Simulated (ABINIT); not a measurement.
# MoS2 (P6_3/mmc): G0W0 with ABINIT, start to end

Wanted: ground state, empty states, screening and self-energy for MoS2 (P6_3/mmc).

Program: ABINIT 10.8.3. Level of theory: PBE and many-body steps on it, plane waves. Results are calculated unless marked as measured.

Report form: the programs' logs are mostly left out.

The database entry behind the starting cell differs from later determinations by our own check (about 0.3 % long), so it need not match the best structure at ambient conditions.

## Step 1: Set-up

The structure is hexagonal, space group P6_3/mmc (No. 194). Conventional cell: a = 3.169 Å, b = 3.169 Å, c = 12.324 Å, α = 90.00°, β = 90.00°, γ = 120.00°. Nearest to Mo lie 6 S at 2.41 Å. Nearest to S lie 3 Mo at 2.41 Å. Farther neighbours and most contacts between anions are not listed.

The cell and positions come from the Crystallography Open Database and are kept as given unless a step says otherwise.

## Step 2: Ground state

This step: ABINIT 10.8.3; DFT, PBE, plane waves, norm-conserving pseudopotentials.

The ground-state density comes first.

The input, run.abi:

```
acell 3*1.0 Angstrom
rprim 
  3.169000000004 -0.000000000001 0.000000000000
  -1.584500000001 2.744434504597 0.000000000000
  0.000000000000 0.000000000000 12.324000000000
ntypat 2
znucl 42 16
natom 6
typat 1 1 2 2 2 2
xred 
  0.333333333333 0.666666666667 0.250000000000
  0.666666666667 0.333333333333 0.750000000000
  0.333333333333 0.666666666667 0.623000000000
  0.666666666667 0.333333333333 0.123000000000
  0.333333333333 0.666666666667 0.877000000000
  0.666666666667 0.333333333333 0.377000000000
pp_dirpath "pseudos"
pseudos "Mo.upf, S.upf"
ecut 36
ngkpt 6 6 2
nshiftk 1
shiftk 0 0 0
kptopt 1
chksymbreak 0
nband 33
occopt 1
tolvrs 1e-10
nstep 60
prtwf 0
optforces 0
optstress 0
indata_prefix "in"
outdata_prefix "out"
tmpdata_prefix "tmp"
```

Run with:

```sh
OMP_NUM_THREADS=1 mpirun -n 8 abinit run.abi > log
```

Wall time 78 s (8 MPI ranks of Intel Xeon at 2.50GHz (Skylake/Cascade Lake), shared host); peak memory 0.87 GiB.

This step gave:

```yaml
total_energy: -5031.2852 eV
gap: 0.8887 eV
k_of_the_valence_top: 0, 0, 0
k_of_the_conduction_bottom: 0.1667, 0.1667, 0
least_direct_gap: 1.654 eV
```

The gap is indirect, with the least direct gap 0.77 eV higher.

## Step 3: Empty states on the mesh, 3×3×1 mesh, 116 bands

The sums over transitions need many empty states on a uniform mesh; this step solves for them.

Edit run.abi of step 2 so:

```diff
@@ -19,3 +19,3 @@
 ecut 36
-ngkpt 6 6 2
+ngkpt 3 3 1
 nshiftk 1
@@ -24,9 +24,10 @@
 chksymbreak 0
-nband 33
-occopt 1
-tolvrs 1e-10
+iscf -2
+irdden 1
+istwfk *1
+nband 116
+nbdbuf 10
+tolwfr 1e-09
 nstep 60
-prtwf 0
-optforces 0
-optstress 0
+prtvol 0
 indata_prefix "in"
```

Run with:

```sh
OMP_NUM_THREADS=2 mpirun -n 3 abinit run.abi > log
```

Elapsed: 3.5 min, on 3 MPI ranks; peak memory 0.33 GiB.

This step gave:

- gap: 1.052 eV
- k of the valence top: 0, 0, 0
- k of the conduction bottom: 0.3333, 0.3333, 0
- least direct gap: 1.654 eV
- k points computed: 3
- lowest point of the top converged band, above the valence top: 37.23 eV

On this mesh the gap is 1.052 eV. The earlier step found 0.889 eV, so this mesh misses an edge.

## Step 4: Screening, 3×3×1 mesh, 106 bands, screening to 108.8 eV

The RPA dielectric matrix is built and inverted for each q.

This step: RPA screening on PBE, plane waves, norm-conserving pseudopotentials.

Edit run.abi of step 3 so:

```diff
@@ -24,10 +24,11 @@
 chksymbreak 0
-iscf -2
-irdden 1
 istwfk *1
-nband 116
-nbdbuf 10
-tolwfr 1e-09
-nstep 60
-prtvol 0
+occopt 1
+irdwfk 1
+optdriver 3
+nband 106
+ecuteps 4
+inclvkb 2
+awtr 1
+symchi 1
 indata_prefix "in"
```

Run with:

```sh
OMP_NUM_THREADS=1 mpirun -n 8 abinit run.abi > log
```

Elapsed: 35 s, on 8 MPI ranks; peak memory 1.6 GiB; 4.1 min of CPU time.

This step gave:

| Property | Result |
| --- | --- |
| ε∞ with local fields, on this mesh, along the program's q direction | 17.35 |
| the same without local fields | 19.54 |
| plasma frequency | 25.86 eV |
| plane waves in the screening matrix | 291 |

Local fields lower ε∞ by 11 %. On a Γ-centred mesh this coarse the value itself is usually too large, while a short band sum pulls it down.

## Step 5: Self-energy, 3×3×1 mesh, 106 bands, screening to 108.8 eV

The self-energy is evaluated for the states that the input lists, and the levels follow from it, in one-shot runs by the linearised quasiparticle equation.

This step: G0W0 on PBE, plane waves, norm-conserving pseudopotentials.

Edit run.abi of step 4 so:

```diff
@@ -27,8 +27,17 @@
 irdwfk 1
-optdriver 3
+optdriver 4
 nband 106
+gwcalctyp 0
+ecutsigx 36
+symsigma 1
+nkptgw 2
+kptgw 
+  0.0000000000 0.0000000000 0.0000000000
+  0.3333333333 0.3333333333 0.0000000000
+bdgw 
+  25 28
+  25 28
 ecuteps 4
-inclvkb 2
-awtr 1
-symchi 1
+irdscr 1
+ppmodel 1
 indata_prefix "in"
```

The job ended after 21 s (8 MPI ranks; peak memory 1.2 GiB).

Numbers from this step:

```yaml
g0w0_gap_on_the_points_computed: 1.733 eV
starting_gap_on_the_mesh: 1.052 eV
k_of_the_valence_top: 0, 0, 0
k_of_the_conduction_bottom: 0.3333, 0.3333, 0
z_at_the_valence_top: 0.774
z_at_the_conduction_bottom: 0.773
least_direct_g0w0_gap_on_the_computed_points: 2.307 eV
```

The gap on the mesh goes from 1.05 eV to 1.73 eV, a correction of +0.68 eV. The start differs from the 0.89 eV found before because the two sample other k points.

Limits: finite bands, cutoff and mesh; no spin-orbit coupling; coarse k mesh. v1 is the top filled band, c1 the lowest empty one. Levels before and after the correction, in eV, zero at the valence-band top of each column:

|  | conduction bottom | valence top |
| --- | --- | --- |
| Kohn-Sham | 1.05 | 0.00 |
| G0W0 | 1.73 | 0.00 |

|  | level | energy (eV) |
| --- | --- | --- |
| Kohn-Sham | Γ v2 | -1.145 |
| Kohn-Sham | Γ v1 | 0.000 |
| Kohn-Sham | Γ c1-c2 | 2.100 |
| Kohn-Sham | (0.333 0.333 0) v2 | -0.764 |
| Kohn-Sham | (0.333 0.333 0) v1 | -0.602 |
| Kohn-Sham | (0.333 0.333 0) c1-c2 | 1.052 |
| G0W0 | Γ v2 | -1.248 |
| G0W0 | Γ v1 | 0.000 |
| G0W0 | Γ c1-c2 | 2.579 |
| G0W0 | (0.333 0.333 0) v2 | -0.772 |
| G0W0 | (0.333 0.333 0) v1 | -0.574 |
| G0W0 | (0.333 0.333 0) c1-c2 | 1.733 |

## Step 6: Where the time went

Times are wall times on the hardware named with each run, good to a factor of about two.

| step | time | share | memory (GiB) |
| --- | --- | --- | --- |
| ground state | 78 s | 23 % | 0.87 |
| empty states on the mesh | 3.5 min | 61 % | 0.33 |
| screening | 35 s | 10 % | 1.6 |
| self-energy | 21 s | 6 % | 1.2 |

## Step 7: Outcome

- PBE gap: 0.89 eV, indirect
- G0W0 gap on the mesh: 1.73 eV
- G0W0 gap over the zone (rigid shift): 1.57 eV
- GW settings: 3×3×1 mesh, 106 bands, screening to 108.8 eV, Godby-Needs plasmon pole
- known limits: not at the basis limit; no spin-orbit coupling; coarse k mesh

**Reading.** G0W0 moves the gap on the mesh from 1.05 eV to 1.73 eV (+0.68 eV), with Z of 0.77 and 0.77 at the edges. The mesh misses the band edges by 0.16 eV in all; a rigid shift gives 1.57 eV for the zone. Local fields lower the RPA ε∞ on this mesh from 19.54 to 17.35; a Γ-centred mesh this coarse tends to raise both, most where the direct gap is narrow, while a short band sum lowers them. Only 2 of the mesh's irreducible points were corrected, so a valley elsewhere could overtake. The dearest step here is «empty states on the mesh». Bands and cutoff are finite, so the gap is not at the basis limit. The miss can reach some tenths of an eV and take either sign; the mesh is an error of its own. In the G0W0 run levels were corrected at 2 k points alone, so a gap called «on the mesh» is the least over those, and an edge elsewhere would be missed. A denser mesh or path gives a starting gap of 0.89 eV: the GW mesh misses a band edge, so its gaps are not the fundamental one. The 3×3×1 mesh is coarse for this cell, which bears on the long-range parts of exchange and screening. The many-body steps are scalar-relativistic: spin-orbit coupling is not in them.

[Paths, hosts, dates, memory and timing lines, banners, echoed tables and standing remarks are left out of the program output.]

[Logs are printed without paths, hosts, clocks, repeated set-up lines and the standing remarks that a program may print on its own settings, such as how far it seeks lower states.]

[Runs of the session that timed out or met a known fault of the program may be left out.]

[Hosts, paths, dates, database ids (printed as entryN), source tags and the programs' standing remarks are cut or masked in the printed files.]

[G0W0 gaps are taken among the corrected bands and points alone; a level outside them can change the order at an edge.]

[Where Ansatz stands beside ABINIT at settings called matched, ABINIT's density can come from a denser mesh and the files from another edition; pairs whose starting gaps differed by over 0.03 eV were left out, so agreement reads better than it is.]
